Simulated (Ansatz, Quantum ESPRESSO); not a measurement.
# Lattice dynamics of RbCaH3 (Pm-3m) in two programs, part 2 of 2

Aim: the phonon dispersion of RbCaH3 (Pm-3m), checked by a second program.

Quantum ESPRESSO 7.5; DFT LDA, scalar-relativistic, plane waves, GBRV ultrasoft pseudopotentials.

So far. Step 9 (Modes with the sum rule): The rule also moves an optical mode by 0.3 cm⁻¹. Step 12 (The LO-TO splitting (1 0 0)): The field moves 3 modes; the highest of them now lies at 1293 cm⁻¹, where the highest that moved away lay at 1210. The relaxed cell has a = 4.397 Å (conventional setting).

### 13. The dispersion under another sum rule (asr all)

The sum rule corrects the force constants themselves, so it can shift branches at any wavevector, low ones most.

Input file matdyn.in:

```
 &input
    asr='all',
    flfrc='x.fc',
    flfrq='x.freq',
    flvec='x.modes',
    q_in_band_form=.true.,
    q_in_cryst_coord=.true.,
 /
8
  0.0000000   0.0000000   0.0000000   8  ! GAMMA
  0.0000000   0.5000000   0.0000000   8  ! X
  0.5000000   0.5000000   0.0000000   8  ! M
  0.0000000   0.0000000   0.0000000   8  ! GAMMA
  0.5000000   0.5000000   0.5000000   8  ! R
  0.0000000   0.5000000   0.0000000   1  ! X
  0.5000000   0.5000000   0.5000000   8  ! R
  0.5000000   0.5000000   0.0000000   1  ! M
```

Started as:

```bash
matdyn.x -in matdyn.in > matdyn.out
```

Run time: 0.56 s. Hardware: 1 thread of Arm Neoverse V2, shared host.

At the labelled points the branches move by no more than 0.9 cm⁻¹. The log warns that this rule wants the long-range part of the force constants stored apart (write_lr, read_lr) in a polar crystal, which was not done.

### 14. Cross-check with Ansatz

The same cell goes through another code, with its own cutoff. The potentials differ. Its k mesh is centred on Γ.

This step: DFT LDA, scalar-relativistic, plane waves, PseudoDojo norm-conserving pseudopotentials (Ansatz 0.2.0).

Input file input.yaml:

```yaml
crystal:
  lattice:
    - [4.3969175627, 0.0, 0.0]
    - [0.0, 4.3969175627, 0.0]
    - [0.0, 0.0, 4.3969175627]
  atoms:
    - { symbol: Rb, position: [0.0, 0.0, 0.0] }
    - { symbol: Ca, position: [0.5, 0.5, 0.5] }
    - { symbol: H, position: [0.0, 0.5, 0.5] }
    - { symbol: H, position: [0.5, 0.0, 0.5] }
    - { symbol: H, position: [0.5, 0.5, 0.0] }
kpoints:
  mp_grid: { grid: [4, 4, 4] }
hamiltonian:
  xc: lda
  pseudopotentials: { kind: nc, accuracy: standard }
scf:
  occupations: { method: fixed }
output:
  eigenvalues: true
phonons:
  method: dfpt
  dielectric: true
  rigid_motions: translations
  qmesh: [2, 2, 2]
  temperatures: { t_max: 1000, t_step: 50 }
  qpath:
    path:
      - [[0.0, 0.0, 0.0], [0.0, 0.5, 0.0], [0.5, 0.5, 0.0], [0.0, 0.0, 0.0], [0.5, 0.5, 0.5], [0.0, 0.5, 0.0]]
      - [[0.5, 0.5, 0.5], [0.5, 0.5, 0.0]]
    npoints: 12
```

Started as:

```bash
ansatz run input.yaml --threads 4 --pin off --max-ram 8192MiB --backend cpu --events-out ev --progress --plain --runs-dir out
```

Run time: 68 s. Hardware: 4 threads; peak memory 0.9 GiB; 4.4 min of CPU time.

Read from the output:

```
gap on the k-mesh                                : 2.829 eV
sum-rule residual before enforcement             : 1.31e-4 eV/Å²
miss of the charge sum rule                      : 8.92e-4 e
estimated error of the dielectric tensor         : 0.008276
estimated error of the Born charges              : 0.01071 e
mean frequency                                   : 472.4 cm⁻¹
Debye temperature (second moment)                : 1182 K
logarithmic mean frequency                       : 294.5 cm⁻¹
highest optical zone-centre mode (no LO-TO term) : 1207 cm⁻¹
lowest optical zone-centre mode                  : 108.2 cm⁻¹
mean high-frequency dielectric constant          : 3.455
largest Born charge in size (third of the trace) : 1.737 e
mean static dielectric constant                  : 11.92
highest mode moved by the LO-TO term             : 1292 cm⁻¹
```

Transverse modes. Infrared lines, with heights relative to the strongest:

| position (cm⁻¹) | label | IR intensity ((D/Å)²/amu), degenerate modes summed, relative |
| --- | --- | --- |
| 108 | T1u | 2.5 |
| 348 | T2u | 0.0 |
| 404 | T1u | 100 |
| 1207 | T1u | 60 |

The log warns that the force constants on this k mesh are to be taken as unconverged.

### 15. Side by side: QE GBRV and Ansatz, PseudoDojo

Worked out from the results:

| Quantity | Value |
| --- | --- |
| root-mean-square difference | 1.39 cm⁻¹ |
| largest difference | 2.59 cm⁻¹ |
| root-mean-square difference on the path | 1.2 cm⁻¹ |
| largest difference on the path | 2.5 cm⁻¹ |

The 12 of 57 modes that differ most. Frequencies side by side:

| q (reciprocal lattice) | mode | QE GBRV (cm⁻¹) | Ansatz, PseudoDojo (cm⁻¹) |
| --- | --- | --- | --- |
| 0 0 0 | 13 | 1210 | 1207 |
| 0 0 0 | 14 | 1210 | 1207 |
| 0 0 0 | 15 | 1210 | 1207 |
| 0 0 -0.5 | 13 | 1209 | 1206 |
| 0 0 -0.5 | 14 | 1209 | 1206 |
| 0 -0.5 -0.5 | 13 | 1208 | 1205 |
| 0 -0.5 -0.5 | 14 | 1225 | 1223 |
| -0.5 -0.5 -0.5 | 4 | 144.3 | 146.9 |
| -0.5 -0.5 -0.5 | 5 | 144.3 | 146.9 |
| -0.5 -0.5 -0.5 | 6 | 144.3 | 146.9 |
| -0.5 -0.5 -0.5 | 13 | 1225 | 1223 |
| -0.5 -0.5 -0.5 | 14 | 1225 | 1223 |

The two runs side by side. Further quantities:

| quantity | QE GBRV | Ansatz, PseudoDojo |
| --- | --- | --- |
| mean ε∞ | 3.478 | 3.455 |
| largest Born charge in size (e; the first before, the second after the charge sum rule) | 1.74 | 1.737 |

The interpolated bands of the two lie on top of each other.

At the solved wavevectors the largest difference (acoustic modes at Γ apart) is 0.2 % of the highest mode.

### 16. Results

```
space group after relaxation                                       : Pm-3m
volume per atom                                                    : 17.0 Å³
gap on the k-mesh                                                  : 2.83 eV
highest optical zone-centre mode (no LO-TO term)                   : 1210 cm⁻¹
lowest optical zone-centre mode                                    : 108.2 cm⁻¹
highest mode moved by the LO-TO term                               : 1293 cm⁻¹
mean high-frequency dielectric constant                            : 3.48
largest Born charge in size (third of the trace)                   : 1.74 e
mean static dielectric constant                                    : 12.0
q mesh                                                             : 2×2×2
lowest mode on the q mesh (acoustic ones at the zone centre apart) : 59.6 cm⁻¹
zero-point energy per atom                                         : 88.5 meV
heat capacity at 300 K                                             : 17.0 J/(mol atoms K)
vibrational entropy at 300 K                                       : 22.1 J/(mol atoms K)
imaginary modes on the q mesh                                      : none
largest difference from Ansatz, PseudoDojo                         : 2.59 cm⁻¹
```

What this shows: RbCaH3 (Pm-3m) is dynamically stable on the 2×2×2 mesh; its spectrum reaches 1368 cm⁻¹. At the LDA level the optical modes of RbCaH3 (Pm-3m) at the zone centre (no LO-TO term) run from 108 to 1210 cm⁻¹. Along the directions run, the highest mode that the macroscopic field moves lies at 1293 cm⁻¹. Lattice motion raises the mean dielectric constant from 3.478 to 12.04. Of the 12 optical modes, 9 are infrared active alone and 3 are silent. QE GBRV and Ansatz, PseudoDojo differ by 1.4 cm⁻¹ in the root mean square and by 2.6 cm⁻¹ at most, 0.2 % of the highest mode compared (acoustic modes at Γ left out; ph.x's values are those before the sum rule); the two use different potentials, and the cell was not relaxed for the second set. These are harmonic frequencies at zero temperature: anharmonic shifts and linewidths and thermal expansion are left out. The LDA runs differ in the fit of the correlation energy, Perdew-Zunger in some and Perdew-Wang in others. Ansatz's log warns that force constants on this k mesh are to be taken as unconverged, an error that the frequencies of both programs share. The q mesh stands for a supercell only 8.8 Å across, so branches between the solved wavevectors are rough.

[Host names and launcher messages were left out of these logs when they were recorded.]

[Logs are printed without paths, hosts, clocks, repeated set-up lines and the standing remarks that a program may print on its own settings, such as how far it seeks lower states.]

[Hosts, paths, dates, database ids (printed as entryN), source tags and the programs' standing remarks are cut or masked in the printed files.]
